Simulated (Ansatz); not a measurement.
# AlRh (Pm-3m): phonons and vibrational spectra

How does AlRh (Pm-3m) vibrate, and is this structure a minimum?

Program: Ansatz 0.2.0. Level of theory: DFT PBEsol, scalar-relativistic, plane waves, PAW. Results are calculated unless marked as measured.

Most raw output is cut from this account.

### 1. The structure

The structure is cubic, space group Pm-3m (No. 221). Conventional cell: a = 2.977 Å, b = 2.977 Å, c = 2.977 Å, α = 90.00°, β = 90.00°, γ = 90.00°. Nearest to Al lie 8 Rh at 2.58 Å. Rh has 8 Al at 2.58 Å nearest. Farther neighbours are not listed.

As a file:

```cif
data_structure
_symmetry_space_group_name_H-M 'P 1'
_symmetry_Int_Tables_number 1
_cell_length_a 2.9773
_cell_length_b 2.9773
_cell_length_c 2.9773
_cell_angle_alpha 90.000
_cell_angle_beta 90.000
_cell_angle_gamma 90.000
_cell_volume 26.39
loop_
_atom_site_label
_atom_site_type_symbol
_atom_site_fract_x
_atom_site_fract_y
_atom_site_fract_z
_atom_site_occupancy
Al1 Al 0.00000 0.00000 0.00000 1
Rh2 Rh 0.50000 0.50000 0.50000 1
```

### 2. Relaxation

The cell and atoms are relaxed, since residual forces and stress would shift the frequencies.

The input, input.yaml:

```yaml
crystal:
  lattice:
    - [2.97732247, 0.0, 0.0]
    - [0.0, 2.97732247, 0.0]
    - [0.0, 0.0, 2.97732247]
  atoms:
    - { symbol: Al, position: [0.0, 0.0, 0.0] }
    - { symbol: Rh, position: [0.5, 0.5, 0.5] }
kpoints:
  mp_grid: { grid: [12, 12, 12] }
hamiltonian:
  xc: pbesol
scf:
  occupations: { method: gaussian, width: 0.1 }
output:
  forces: true
  stress: true
  eigenvalues: true
  write_density: true
  write_potential: true
  elf: true
  volumetric_format: npy
relax:
  adjacent_minimum: "off"
  f_tol: 0.005
  max_steps: 80
  cell: { stress_tol: 0.05 }
```

Started as:

```bash
ansatz run input.yaml --threads 4 --pin off --max-ram 7168MiB --backend cpu --events-out ev --progress --plain --runs-dir out
```

Run time: 2.3 s. Hardware: 4 threads of Arm Neoverse V2, shared host; peak memory 0.32 GiB; 7.4 s of CPU time.

The steps of the relaxation:

```csv
step,energy less that of the first step (eV),largest force component (eV/Å),pressure (GPa),volume (Å³)
1,0.0000,0.0000,-1.11,26.39
2,-0.0006,0.0000,0.19,26.23
3,-0.0006,0.0000,0.00,26.25
4*,-0.0005,0.0000,0.00,26.25
```

Relaxation steps marked * repeat the geometry before them on a plane-wave basis chosen anew for their cell, so energy and pressure can jump there.

Forces are held to the 48 operations that the run works with; a distortion that breaks them can't arise in this run.

| conventional cell, symmetrised | before | after | change |
| --- | --- | --- | --- |
| a (Å) | 2.977 | 2.972 | -0.2 % |
| b (Å) | 2.977 | 2.972 | -0.2 % |
| c (Å) | 2.977 | 2.972 | -0.2 % |
| volume (Å³/atom) | 13.20 | 13.13 | -0.5 % |

Final coordinates:

```cif
data_structure
_symmetry_space_group_name_H-M 'P 1'
_symmetry_Int_Tables_number 1
_cell_length_a 2.9721
_cell_length_b 2.9721
_cell_length_c 2.9721
_cell_angle_alpha 90.000
_cell_angle_beta 90.000
_cell_angle_gamma 90.000
_cell_volume 26.25
loop_
_atom_site_label
_atom_site_type_symbol
_atom_site_fract_x
_atom_site_fract_y
_atom_site_fract_z
_atom_site_occupancy
Al1 Al 0.00000 0.00000 0.00000 1
Rh2 Rh 0.50000 0.50000 0.50000 1
```

This step gave:

| Property | Result |
| --- | --- |
| pressure | -0.002871 GPa |
| volume per atom | 13.13 Å³ |
| gap on the k-mesh | 0 eV |

ELF in the ac plane at fractional y = 0.500, with atoms of Rh within 0.2 Å of it. It is the smooth field of the valence electrons, not physical close to the nuclei.

Ten even steps from '_' (0.21) to '@' (0.78):
```
------::::............::::----
----::::..____________..::::--
--::::..____........____..::::
::::..__..--++++++++--..__..::
::..____--**%%%%%%%%**--____..
::..__..++%%@@@@@@@@%%++..__..
::..__..++%%@@@@@@@@%%++..__..
::..__..++%%@@@@@@@@%%++..__..
::..__..++%%@@@@@@@@%%++..__..
::..____--**%%%%%%%%**--____..
::::..__..--++++++++--..__..::
--::::..____........____..::::
----::::..____________..::::--
------::::............::::----
--------::::::::::::::::------
```
Columns run along a (3.0 Å), rows up along c (3.0 Å). Atoms in or near the plane, at fractional coordinates: Rh at (0.50, 0.50).

Valence density in the ac plane at fractional y = 0.500, with atoms of Rh within 0.2 Å of it. It is the smooth field of the valence electrons, not physical close to the nuclei.

Ten even steps from '0' (0 e/Å³) to '9' (14 e/Å³):
```
000000000000000
000000000000000
000000000000000
000000122100000
000002344320000
000013677631000
000024799742000
000024799742000
000013677631000
000002344320000
000000122100000
000000000000000
000000000000000
000000000000000
000000000000000
```
Columns run along a (3.0 Å), rows up along c (3.0 Å). Atoms in or near the plane, at fractional coordinates: Rh at (0.50, 0.50).

Electrostatic potential energy in the ac plane at fractional y = 0.500, with atoms of Rh within 0.2 Å of it. With pseudopotentials it is smooth inside the atoms' cores, unlike the true potential.

Ten even steps from '0' (-73 eV) to '9' (18 eV):
```
999999999999999
999999999999999
999998877889999
999987544578999
999874211247899
999852000025899
999741000014799
999741000014799
999852000025899
999874211247899
999987544578999
999998877889999
999999999999999
999999999999999
999999999999999
```
Columns run along a (3.0 Å; values clipped at the 3rd and 97th percentile), rows up along c (3.0 Å). Atoms in or near the plane, at fractional coordinates: Rh at (0.50, 0.50).

In this step the volume went from 13.20 to 13.13 Å³/atom.

### 3. Relaxing to small forces for the phonons

Phonons need a cell at rest on their own settings, so the relaxation is repeated with tight tolerances on forces and stress on the k mesh and occupations of the first response run.

The input, input.yaml:

```yaml
crystal:
  lattice:
    - [2.9720644771, 0.0, 0.0]
    - [0.0, 2.9720644771, 0.0]
    - [0.0, 0.0, 2.9720644771]
  atoms:
    - { symbol: Al, position: [0.0, 0.0, 0.0] }
    - { symbol: Rh, position: [0.5, 0.5, 0.5] }
kpoints:
  mp_grid: { grid: [12, 12, 12] }
hamiltonian:
  xc: pbesol
scf:
  occupations: { method: methfessel_paxton, width: 0.15 }
output:
  forces: true
  stress: true
  eigenvalues: true
relax:
  adjacent_minimum: "off"
  f_tol: 0.001
  max_steps: 60
  cell: { stress_tol: 0.01 }
```

Wall time 1.6 s (4 threads); peak memory 0.31 GiB.

Little changed from the start: no atom moved by 0.005 Å and no cell edge by 0.1 %.

This step gave:

```
pressure        : 0.003755 GPa
volume per atom : 13.12 Å³
```

The forces vanish by symmetry and the pressure is 0.004 GPa, within the tolerances set. The cell now holds 13.12 Å³/atom.

### 4. Modes at Γ

The zone centre comes first: it holds the modes that light can see, as far as symmetry allows. No field response is asked, since the mesh shows no gap.

input.yaml, the sections that differ from step 3:

```yaml
crystal:
  lattice:
    - [2.9719338076, 0.0, 0.0]
    - [0.0, 2.9719338076, 0.0]
    - [0.0, 0.0, 2.9719338076]
  atoms:
    - { symbol: Al, position: [0.0, 0.0, 0.0] }
    - { symbol: Rh, position: [0.5, 0.5, 0.5] }
output:
  eigenvalues: true
phonons:
  method: dfpt
# kpoints, hamiltonian, scf: as in step 3
# relax: removed
```

It took 4.5 s on 4 threads; peak memory 0.47 GiB.

Numbers from this step:

```yaml
sum_rule_residual_before_enforcement: 1.37e-4 eV/Å²
point_group: m-3m
highest_optical_mode_at_the_zone_centre_no_lo_to_term: 288.5 cm⁻¹
lowest_optical_zone_centre_mode: 288.5 cm⁻¹
```

Patterns of degenerate modes are one choice out of their space. The modes at Γ (shares of kinetic energy by element, %):

```csv
mode,frequency (cm⁻¹),symmetry,Al %,Rh %
1,0.0,acoustic,21,79
2,0.0,acoustic,21,79
3,0.0,acoustic,21,79
4,288.5,T1u,79,21
5,288.5,T1u,79,21
6,288.5,T1u,79,21
```

Displacements in mode 6 (288.5 cm⁻¹), the largest set to 1:
```
Al1  0.00  1.00  0.12
Rh2  0.00 -0.26 -0.03
```

Before it was imposed, the acoustic sum rule was missed by 1.4e-4 eV/Å². Small misses are needed for a sound result but don't prove that mesh and cutoff are converged. The lowest optical mode is real, 288 cm⁻¹.

### 5. Phonons on a q mesh

Stability and thermal properties need the whole zone. Linear response on a 4×4×4 q mesh gives force constants as far as a supercell of that size would.

input.yaml, as its differences from that of step 4:

```diff
@@ -18 +18,8 @@
   method: dfpt
+  qmesh: [4, 4, 4]
+  temperatures: { t_max: 1000, t_step: 50 }
+  qpath:
+    path:
+      - [[0.0, 0.0, 0.0], [0.0, 0.5, 0.0], [0.5, 0.5, 0.0], [0.0, 0.0, 0.0], [0.5, 0.5, 0.5], [0.0, 0.5, 0.0]]
+      - [[0.5, 0.5, 0.5], [0.5, 0.5, 0.0]]
+    npoints: 10
```

It took 1.8 min on 4 threads; peak memory 1.2 GiB; 6.9 min of CPU time.

Numbers from this step:

```
sum-rule residual before enforcement                       : 1.68e-4 eV/Å²
lowest frequency on the path                               : 0 cm⁻¹
highest frequency on the path or at a solved wavevector    : 413.4 cm⁻¹
mean frequency                                             : 236.9 cm⁻¹
Debye temperature (second moment)                          : 468 K
logarithmic mean frequency                                 : 220.1 cm⁻¹
lowest mode on the q mesh (acoustic modes at Γ apart)      : 97 cm⁻¹
zero-point energy per atom                                 : 44.06 meV
heat capacity at 300 K                                     : 22.20 J/(mol atoms K)
vibrational entropy at 300 K                               : 25.04 J/(mol atoms K)
edges of the widest gap between branches, on path and mesh : 221.8, 259 cm⁻¹
```

Frequencies (cm⁻¹) solved at each irreducible wavevector; negative means imaginary. Frequencies by wavevector, by row:

```csv
q in reciprocal lattice units,star,mode 1,mode 2,mode 3,mode 4,mode 5,mode 6
0 0 0,1,0,0,0,288.5,288.5,288.5
0 0 0.25,6,97,97,161.5,284.2,284.2,362.1
0 0 -0.5,3,138.7,138.7,221.8,280.8,280.8,413.4
0 0.25 0.25,12,120.6,125.7,184.3,277.2,315.3,346.3
0 0.25 -0.5,12,143.5,160.1,187.9,269.7,316.3,360.6
0 -0.5 -0.5,3,152.3,166.9,166.9,259,339.8,339.8
0.25 0.25 0.25,8,150.8,150.8,189,310.3,310.3,325.6
0.25 0.25 -0.5,12,165.5,167.9,182.8,307.2,308.2,344.9
0.25 -0.5 -0.5,6,166.8,187.1,187.1,299.8,335.8,335.8
-0.5 -0.5 -0.5,1,201,201,201,333.9,333.9,333.9
```

Interpolated from a 4×4×4 q mesh. Phonon branches along the path, in cm⁻¹:

```
    point  branch 1  branch 2  branch 3  branch 4  branch 5  branch 6
        Γ         0         0         0       288       288       288
  halfway        97        97       162       284       284       362
        X       139       139       222       281       281       413
  halfway       144       160       188       270       316       361
        M       152       167       167       259       340       340
  halfway       121       126       184       277       315       346
        Γ         0         0         0       288       288       288
  halfway       151       151       189       310       310       326
        R       201       201       201       334       334       334
  halfway       166       168       183       307       308       345
        X       139       139       222       281       281       413
jump to R       201       201       201       334       334       334
  halfway       167       187       187       300       336       336
        M       152       167       167       259       340       340
```

Tetrahedra on a 24×24×24 mesh, mean over bins of 5 cm-1. Interpolated from a 4×4×4 q mesh. Table of phonon density of states by wavenumber; read off at these points:

| wavenumber (cm⁻¹) | phonon density of states (1/cm⁻¹/cell) |
| --- | --- |
| 2 | 0 |
| 12 | 3.0e-5 |
| 22 | 1.4e-4 |
| 38 | 4.7e-4 |
| 48 | 8.0e-4 |
| 58 | 0.00125 |
| 68 | 0.00184 |
| 82 | 0.00317 |
| 92 | 0.00449 |
| 102 | 0.00634 |
| 112 | 0.00908 |
| 122 | 0.0135 |
| 138 | 0.0325 |
| 148 | 0.0413 |
| 158 | 0.0330 |
| 168 | 0.0294 |
| 178 | 0.0278 |
| 188 | 0.0679 |
| 192 | 0.0444 |
| 202 | 0.00581 |
| 212 | 0.00238 |
| 222 | 8.0e-5 |
| 238 | 0 |
| 248 | 0 |
| 258 | 2.1e-4 |
| 268 | 0.0107 |
| 278 | 0.0258 |
| 282 | 0.0440 |
| 292 | 0.0343 |
| 302 | 0.0297 |
| 312 | 0.0287 |
| 322 | 0.0266 |
| 332 | 0.0448 |
| 338 | 0.0466 |
| 348 | 0.0218 |
| 358 | 0.0111 |
| 368 | 0.00736 |
| 378 | 0.00521 |
| 392 | 0.00307 |
| 402 | 0.0019 |
| 412 | 2.9e-4 |

The partial phonon density of states has structure finer than the step of the table below, so its rows give means over 20 cm⁻¹, whole bins alone (the curve runs from -10 to 435 cm⁻¹). Peaks (cm⁻¹: height): Al 186.0: 0.00529, 284.0: 0.0391, 337.2: 0.0412; Rh 149.6: 0.0396, 188.8: 0.0551.

Phonopy on the run's constants, 19x19x19 mesh, Gaussian sigma 3.2 cm-1. Interpolated from a 4×4×4 q mesh. Table of partial phonon density of states by wavenumber; means over each step; values in 1/cm⁻¹/cell:

| wavenumber (cm⁻¹) | Al | Rh |
| --- | --- | --- |
| 0 | 4.2e-6 | 1.7e-5 |
| 20 | 2.4e-5 | 1.0e-4 |
| 40 | 1.1e-4 | 4.7e-4 |
| 60 | 2.7e-4 | 0.00120 |
| 80 | 5.0e-4 | 0.00257 |
| 100 | 8.2e-4 | 0.00507 |
| 120 | 0.00135 | 0.0115 |
| 140 | 0.00191 | 0.0314 |
| 160 | 0.00236 | 0.0309 |
| 180 | 0.00369 | 0.0362 |
| 200 | 0.00140 | 0.0171 |
| 220 | 6.5e-5 | 0.00102 |
| 240 | 6.0e-7 | 4.0e-7 |
| 260 | 0.00465 | 4.1e-5 |
| 280 | 0.0295 | 0.00195 |
| 300 | 0.0279 | 0.00354 |
| 320 | 0.0258 | 0.00345 |
| 340 | 0.0322 | 0.00297 |
| 360 | 0.0103 | 4.1e-4 |
| 380 | 0.00474 | 1.2e-4 |
| 400 | 0.00219 | 2.5e-5 |
| 420 | 1.7e-4 | 0 |

Second derivatives of the energy by pair, one row for each kind of neighbour of each atom listed. Each entry sums the pair over the periodic images of the supercell that the q mesh stands for, and in a polar crystal it holds the long-range dipole part too. Force constants by pair, by row:

| atom | neighbour | distance (Å) | third of the trace (eV/Å²) | along the pair's line (eV/Å²) |
| --- | --- | --- | --- | --- |
| Al1 | itself | 0 | 9.403 | – |
| Al1 | Rh | 2.574 | -0.852 | -2.405 |
| Al1 | Al | 2.972 | -0.1337 | -1.071 |
| Al1 | Al | 4.203 | -0.0361 | -0.3063 |
| Al1 | Rh | 4.928 | 0.0065 | 0.0833 |
| Al1 | Al | 5.148 | -0.175 | -0.4686 |
| Al1 | Al | 5.944 | 0.0267 | -0.0655 |
| Al1 | Rh | 6.477 | 0.0049 | 0.0213 |
| Al1 | Al | 6.645 | -0.0026 | -0.0285 |
| Rh2 | itself | 0 | 12.1 | – |
| Rh2 | Al | 2.574 | -0.852 | -2.405 |
| Rh2 | Rh | 2.972 | -0.7058 | -2.459 |
| Rh2 | Rh | 4.203 | -0.1058 | -0.3379 |
| Rh2 | Al | 4.928 | 0.0065 | 0.0833 |
| Rh2 | Rh | 5.148 | 0.0284 | 0.0682 |
| Rh2 | Rh | 5.944 | 0.0054 | 0.132 |
| Rh2 | Al | 6.477 | 0.0049 | 0.0213 |
| Rh2 | Rh | 6.645 | -0.0284 | -0.0853 |

Harmonic thermodynamic functions per atom, from the density of states. Interpolated from a 4×4×4 q mesh. Thermodynamic functions, by row:

```csv
T (K),F_vib (meV/atom),S (J/mol-atom/K),C_V (J/mol-atom/K)
0,44.06,0,0
50,43.94,1.051,3.224
100,42.27,5.771,11.1
200,30.56,16.55,19.42
300,8.8,25.04,22.2
400,-20.69,31.61,23.33
500,-56.26,36.88,23.89
600,-96.82,41.26,24.2
700,-141.6,45.01,24.4
800,-190,48.28,24.52
900,-241.5,51.17,24.61
1000,-295.9,53.77,24.67
```

Harmonic mean-square displacement, third of the trace. Interpolated from a 4×4×4 q mesh. Mean square displacements, by row:

```csv
T (K),Al1 U_eq (Å²),Rh2 U_eq (Å²)
0,0.0022,0.00105
100,0.00243,0.00141
300,0.00428,0.00329
600,0.00784,0.00639
```

Symmetry leaves 10 wavevectors to solve. The lowest mode among them, the acoustic zeros apart, lies at q = (0, 0, 0.25) and is real, 97.0 cm⁻¹.

### 6. Results

- space group after relaxation (within 0.01 Å): Pm-3m
- volume per atom: 13.1 Å³
- electronic character: no gap on this mesh
- highest optical mode at the zone centre (no LO-TO term): 288 cm⁻¹
- lowest optical zone-centre mode: 288 cm⁻¹
- lowest mode on the q mesh (acoustic modes at Γ apart): 97.0 cm⁻¹
- highest frequency on the path or at a solved wavevector: 413 cm⁻¹
- zero-point energy per atom: 44.1 meV
- heat capacity at 300 K: 22.2 J/(mol atoms K)
- vibrational entropy at 300 K: 25.0 J/(mol atoms K)
- Debye temperature (second moment): 468 K
- imaginary modes on the 4×4×4 q mesh: none

What this shows: The structure is a minimum as far as tested: no mode is imaginary at the 10 irreducible wavevectors of the 4×4×4 mesh, and the softest away from the acoustic zeros lies at 97 cm⁻¹. The optical modes at Γ form one degenerate level at 288 cm⁻¹. The highest mode in this list at Γ, 288.5 cm⁻¹, is mostly motion of Al (79 % of the kinetic energy). On the path and the mesh, the widest gap between branches runs from 222 to 259 cm⁻¹. With no gap, or one that is small against the smearing, the frequencies hang on the k mesh and the smearing, most of all near Kohn anomalies. These are harmonic frequencies at zero temperature: anharmonic shifts, linewidths and thermal expansion are left out.

[Logs are printed without paths, hosts, clocks, repeated set-up lines and the standing remarks that a program may print on its own settings, such as how far it seeks lower states.]

[Hosts, paths, dates, database ids (printed as entryN), source tags and the programs' standing remarks are cut or masked in the printed files.]
